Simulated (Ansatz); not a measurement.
# Li2LaInS2O2: complex band structure, part 3 of 3

A new crystal, Li2LaInS2O2: structure, gap and complex bands. It is built by putting In for part of the La in the LiLaSO structure of space group P4/nmm, with the volume rescaled by atomic radii. The parent structure comes from the Materials Project.

Ansatz 0.2.0; PBEsol DFT, plane waves, PAW files (the session's first sound run).

So far, gap on path (eV): step 3 (the bulk crystal and its band edges) 0.324.

The structure was built from a prototype and need not be the compound's stable phase.

## 6. Decaying states in the gap, plane (001), k-mesh 6×6×4

Level of this step: PBEsol DFT, plane waves, PAW files; complex bands by layer matching along the plane's normal (Ansatz).

The same for the (001) plane, at (0, 0), (-0.5, -0.5) and (-0.0573, -0.0573), to see how the decay depends on direction.

Input file input.yaml:

```yaml
crystal:
  lattice:
    - [3.899690635, 0.0, 0.0]
    - [0.0, 3.899690635, 0.0]
    - [0.0, 0.0, 8.408701068]
  atoms:
    - { symbol: Li, position: [0.5, 0.5, 0.492773771] }
    - { symbol: Li, position: [0.0, 0.0, 0.492773771] }
    - { symbol: La, position: [0.0, 0.5, 0.8557334648] }
    - { symbol: In, position: [0.5, 0.0, 0.1265932133] }
    - { symbol: S, position: [0.5, 0.0, 0.6720032488] }
    - { symbol: S, position: [0.0, 0.5, 0.3327634528] }
    - { symbol: O, position: [0.0, 0.0, 0.0136795391] }
    - { symbol: O, position: [0.5, 0.5, 0.0136795391] }
kpoints:
  mp_grid: { grid: [6, 6, 4] }
scf:
  occupations: { method: fixed }
hamiltonian:
  xc: pbesol
output:
  eigenvalues: true
  transmission:
    leads: [[0, 0]]
    kpoints: [[0.0, 0.0], [-0.5, -0.5], [-0.0573, -0.0573]]
    e_range: [-1.0, 1.32]
    de: 0.06
```

Launch:

```sh
$ ansatz run input.yaml --threads 2 --pin off --max-ram 4096MiB --backend cpu --events-out ev --progress --plain --runs-dir out
```

Numbers of over 12 decimals in the logs are rounded to 6 here.

The log of the run:

```text
[...]
Crystal: 8 atoms, lattice volume = 127.876 Å³
Basis set: ecut = 420 eV, 2533 PW (Γ)
Bands: 35, of which v1, the nominal top of the filled ones, is band 27 counted from 1 (26 counted from 0)
Symmetry: 8 space group operations
[...]
k-points: 30 of 144 (time reversal used)
[...]
SCF iter   1: F=—  HF=-14993.057578 eV  |F-HF|=—  |Δ(HF+E_count)|=         —  Δρ=6.95e-3  dr2=7.68e-2  ethr=1.77e-3  ⟨swp⟩=5.8  Hψ=3954  notcnv=0  defer=155
[...]
SCF iter   7: F=-14993.036322 eV  HF=-14993.036322 eV  |F-HF|=1.05e-8  |Δ(HF+E_count)|=   1.27e-7  Δρ=6.69e-6  dr2=6.90e-8  ethr=1.85e-10  ⟨swp⟩=10.4  Hψ=5328  notcnv=0
SCF 1 converged in 7 iterations: F = -14993.036322 eV  dr2 = 6.90e-8
[...]
transmission: 11 of 33 steps passed
transmission: 22 of 33 steps passed
transmission: 33 of 33 steps passed
SCF converged after 7 iterations
Free energy (F): -14993.036322 eV
[...]
Internal energy: -14993.036322 eV  (E = F + TS)
E sigma→0 (E₀):  -14993.036322 eV
Fermi energy:    7.140854 eV
[...]
--- Band table (eV; the first three rows and the last of 30) ---
  k-point 0: bands = [... 23 lower, 6.2727, 7.0698, 7.0698, 7.1409, 8.0763, 10.4156, 10.8020, 11.6395, ... 4 higher]
  k-point 1: bands = [... 23 lower, 6.3011, 6.7591, 7.0196, 7.0196, 8.3939, 10.4087, 10.7576, 11.6395, ... 4 higher]
  k-point 2: bands = [... 23 lower, 6.3360, 6.3748, 6.9633, 6.9633, 8.6756, 10.4019, 10.5623, 11.6395, ... 4 higher]
  k-point 29: bands = [... 23 lower, 6.0195, 6.0195, 6.3898, 6.6748, 7.4805, 11.3361, 11.6123, 11.6123, ... 4 higher]
--- Transmission ---
  basis      : 137 plane waves across, 11 finite elements along
  points     : 3, as listed
[...]
crystal 0  : S2Li2La1O2In1, at the sites [0, 0], period 8.4087 Å: whole cells are its period
[...]
channels       : 0.000000e0 a spin
[...]
slowest decay  : 0.0874 /Å at (0.0000, 0.0000)
```

Wall time 19 s (2 threads of Arm Neoverse V1, shared host); peak memory 0.54 GiB; 37 s of CPU time.

Numbers from this step:

| Item | Value |
| --- | --- |
| decay constant at the filling level, zone centre | 0.08736 Å⁻¹ |
| decay constant at the filling level, slowest listed point | 0.0874 Å⁻¹ |

K parallel (0, 0); values up to 1.5 1/Å, a degenerate pair printed once or twice; energies at which all values exceed this have no row. Table of Im kz of the slowest decaying states by energy, zero at the highest filled level on the SCF mesh:

| energy (eV) | decay 1 (Å⁻¹) | decay 2 (Å⁻¹) | decay 3 (Å⁻¹) | decay 4 (Å⁻¹) |
| --- | --- | --- | --- | --- |
| -1.000 | 0.107 | 0.359 | 0.629 | 0.892 |
| -0.880 | 0.0796 | 0.110 | 0.619 | 0.922 |
| -0.760 | 0.157 | 0.608 | 0.922 | 0.993 |
| -0.640 | 0.231 | 0.597 | 0.921 | 1.02 |
| -0.520 | 0.246 | 0.586 | 0.920 | 1.03 |
| -0.400 | 0.233 | 0.575 | 0.918 | 1.04 |
| -0.340 | 0.215 | 0.569 | 0.916 | 1.05 |
| -0.220 | 0.130 | 0.558 | 0.913 | 1.05 |
| -0.100 | 0.546 | 0.909 | 1.06 | - |
| 0.020 | 0.0356 | 0.212 | 0.535 | 0.904 |
| 0.140 | 0.0874 | 0.300 | 0.524 | 0.899 |
| 0.260 | 0.110 | 0.355 | 0.512 | 0.894 |
| 0.380 | 0.122 | 0.397 | 0.501 | 0.888 |
| 0.500 | 0.125 | 0.430 | 0.490 | 0.881 |
| 0.620 | 0.119 | 0.459 | 0.480 | 0.874 |
| 0.680 | 0.113 | 0.471 | 0.474 | 0.870 |
| 0.800 | 0.0904 | 0.464 | 0.494 | 0.862 |
| 0.920 | 0.0330 | 0.455 | 0.514 | 0.854 |
| 1.040 | 0.446 | 0.532 | 0.845 | 1.04 |
| 1.160 | 0.438 | 0.548 | 0.835 | 1.04 |
| 1.280 | 0.430 | 0.563 | 0.825 | 1.03 |

K parallel (0, 0). The Re kz of states that move upwards by energy, zero at the highest filled level on the SCF mesh:

| energy (eV) | channel 1 (Å⁻¹) | channel 2 (Å⁻¹) | channel 3 (Å⁻¹) |
| --- | --- | --- | --- |
| -1.000 | - | - | - |
| -0.940 | - | - | - |
| -0.820 | 0.264 | 0.264 | - |
| -0.760 | -0.353 | - | - |
| -0.700 | -0.307 | - | - |
| -0.580 | -0.255 | - | - |
| -0.520 | -0.233 | - | - |
| -0.460 | -0.213 | - | - |
| -0.400 | -0.193 | - | - |
| -0.280 | -0.152 | - | - |
| -0.220 | -0.131 | - | - |
| -0.160 | -0.279 | -0.279 | -0.109 |
| -0.040 | -0.0512 | - | - |
| 0.020 | - | - | - |
| 0.080 | - | - | - |
| 0.200 | - | - | - |
| 0.260 | - | - | - |
| 0.320 | - | - | - |
| 0.440 | - | - | - |
| 0.500 | - | - | - |
| 0.560 | - | - | - |
| 0.680 | - | - | - |
| 0.740 | - | - | - |
| 0.800 | - | - | - |
| 0.860 | - | - | - |
| 0.980 | 0.0589 | - | - |
| 1.040 | 0.0936 | - | - |
| 1.100 | 0.122 | - | - |
| 1.220 | 0.173 | - | - |
| 1.280 | 0.198 | - | - |

K parallel (-0.5, -0.5); values up to 1.5 1/Å, a degenerate pair printed once or twice; energies at which all values exceed this have no row. Table of Im kz of the slowest decaying states by energy, zero at the highest filled level on the SCF mesh:

| energy (eV) | decay 1 (Å⁻¹) | decay 2 (Å⁻¹) | decay 3 (Å⁻¹) | decay 4 (Å⁻¹) |
| --- | --- | --- | --- | --- |
| -1.000 | 0.229 | 0.248 | 1.47 | - |
| -0.880 | 0.231 | 0.328 | - | - |
| -0.760 | 0.230 | 0.384 | - | - |
| -0.640 | 0.151 | 0.226 | 0.427 | - |
| -0.520 | 0.208 | 0.220 | 0.464 | 1.40 |
| -0.400 | 0.212 | 0.247 | 0.495 | 1.43 |
| -0.340 | 0.207 | 0.263 | 0.509 | 1.48 |
| -0.220 | 0.194 | 0.290 | 0.535 | 1.47 |
| -0.100 | 0.178 | 0.313 | 0.558 | 1.46 |
| 0.020 | 0.157 | 0.332 | 0.579 | 1.45 |
| 0.140 | 0.129 | 0.349 | 0.599 | 1.43 |
| 0.260 | 0.0841 | 0.363 | 0.617 | 1.42 |
| 0.380 | 0.377 | 0.633 | 1.41 | - |
| 0.500 | 0.388 | 0.649 | 1.39 | - |
| 0.620 | 0.399 | 0.664 | 1.38 | - |
| 0.680 | 0.404 | 0.671 | 1.37 | - |
| 0.800 | 0.413 | 0.684 | 1.36 | - |
| 0.920 | 0.422 | 0.697 | 1.34 | - |
| 1.040 | 0.0912 | 0.430 | 0.709 | 1.33 |
| 1.160 | 0.131 | 0.437 | 0.721 | 1.31 |
| 1.280 | 0.158 | 0.444 | 0.732 | 1.30 |

K parallel (-0.0573, -0.0573); values up to 1.5 1/Å, a degenerate pair printed once or twice; energies at which all values exceed this have no row. The Im kz of the slowest decaying states by energy, zero at the highest filled level on the SCF mesh:

| energy (eV) | decay 1 (Å⁻¹) | decay 2 (Å⁻¹) | decay 3 (Å⁻¹) | decay 4 (Å⁻¹) |
| --- | --- | --- | --- | --- |
| -1.000 | 0.433 | 0.678 | 0.755 | 0.960 |
| -0.820 | 0.110 | 0.139 | 0.662 | 0.881 |
| -0.700 | 0.134 | 0.230 | 0.652 | 0.904 |
| -0.520 | 0.0936 | 0.241 | 0.635 | 0.918 |
| -0.340 | 0.0983 | 0.179 | 0.617 | 0.923 |
| -0.160 | 0.169 | 0.599 | 0.924 | 1.02 |
| -0.040 | 0.209 | 0.219 | 0.587 | 0.923 |
| 0.020 | 0.0308 | 0.243 | 0.257 | 0.581 |
| 0.140 | 0.141 | 0.290 | 0.322 | 0.568 |
| 0.320 | 0.184 | 0.353 | 0.386 | 0.549 |
| 0.440 | 0.195 | 0.391 | 0.417 | 0.535 |
| 0.620 | 0.196 | 0.443 | 0.455 | 0.511 |
| 0.800 | 0.183 | 0.485 | 0.488 | 0.896 |
| 0.980 | 0.149 | 0.497 | 0.510 | 0.887 |
| 1.100 | 0.105 | 0.502 | 0.524 | 0.881 |
| 1.280 | 0.509 | 0.543 | 0.870 | 0.954 |

At the listed wavevectors the last open channel is at -0.04 eV and the next at +0.38 eV on the grid. At +0.14 eV, the grid energy nearest the filling level (the middle of the gap on the SCF mesh), the slowest state at the listed wavevectors decays with κ = 0.0874 Å⁻¹, its amplitude falling by e over 11 Å; the first such run, plane (100), gave 0.0942 Å⁻¹.

## 7. Band edges at another level

This step: PBEsol DFT, plane waves, JTH PAW files (Ansatz 0.2.0).

The edges again with JTH files, at the same atoms.

Changes to input.yaml since step 6:

```diff
@@ -2,5 +2,5 @@
   lattice:
-    - [3.899690635, 0.0, 0.0]
-    - [0.0, 3.899690635, 0.0]
-    - [0.0, 0.0, 8.408701068]
+    - [3.8996906346, 0.0, 0.0]
+    - [0.0, 3.8996906346, 0.0]
+    - [0.0, 0.0, 8.4087010677]
   atoms:
@@ -16,2 +16,3 @@
   mp_grid: { grid: [6, 6, 4] }
+  band_path: { path: [VBM, CBM], npoints: 30 }
 scf:
@@ -20,8 +21,4 @@
   xc: pbesol
+  pseudopotentials: { kind: paw, source: jth }
 output:
   eigenvalues: true
-  transmission:
-    leads: [[0, 0]]
-    kpoints: [[0.0, 0.0], [-0.5, -0.5], [-0.0573, -0.0573]]
-    e_range: [-1.0, 1.32]
-    de: 0.06
```

The log of the run:

```text
Error: inconsistent input (hamiltonian.pseudopotentials.source, hamiltonian.xc, hamiltonian.pseudopotentials.xc_functional): this build's library has no table of `source: jth` for `kind: paw` and the PBEsol files: it has one for `kind: paw` and the PBE files, or for `kind: paw` and the LDA files. Leave `source` out
```

The job ended after 0.03 s (2 threads; peak memory 0.036 GiB).

The input was rejected at the start.

The program's message: “Error: inconsistent input (hamiltonian.pseudopotentials.source, hamiltonian.xc, hamiltonian.pseudopotentials.xc_functional): this build's library has no table of `source: jth` for `kind: paw` and the …”

## 8. Outcome

| Property | Result |
| --- | --- |
| band gap | 0.324 eV |
| least decay constant at mid-gap, normal to (100) | 0.0942 Å⁻¹ |
| least decay constant at mid-gap, normal to (001) | 0.0874 Å⁻¹ |
| least decay constant on a mesh, normal to (100) | 0.0956 Å⁻¹ |

With PBEsol, the slowest decay at the wavevectors tried is κ = 0.0874 Å⁻¹, normal to (001). Through such a film the transmission near mid-gap falls as exp(−2κd), a factor of ten every 13 Å. The directions tried decay at nearly the same rate. A free electron under a barrier of half the gap would need a mass of 0.18 mₑ to decay at this rate. The compound is made up by substitution; its stability against other phases and against distortions of the cell's symmetry was not tested. A semilocal functional narrows gaps, so real decay constants are likely larger.

[Logs are printed without paths, hosts, clocks, repeated set-up lines and the standing remarks that a program may print on its own settings, such as how far it seeks lower states.]

[Hosts, paths, dates, database ids (printed as entryN), source tags and the programs' standing remarks are cut or masked in the printed files.]
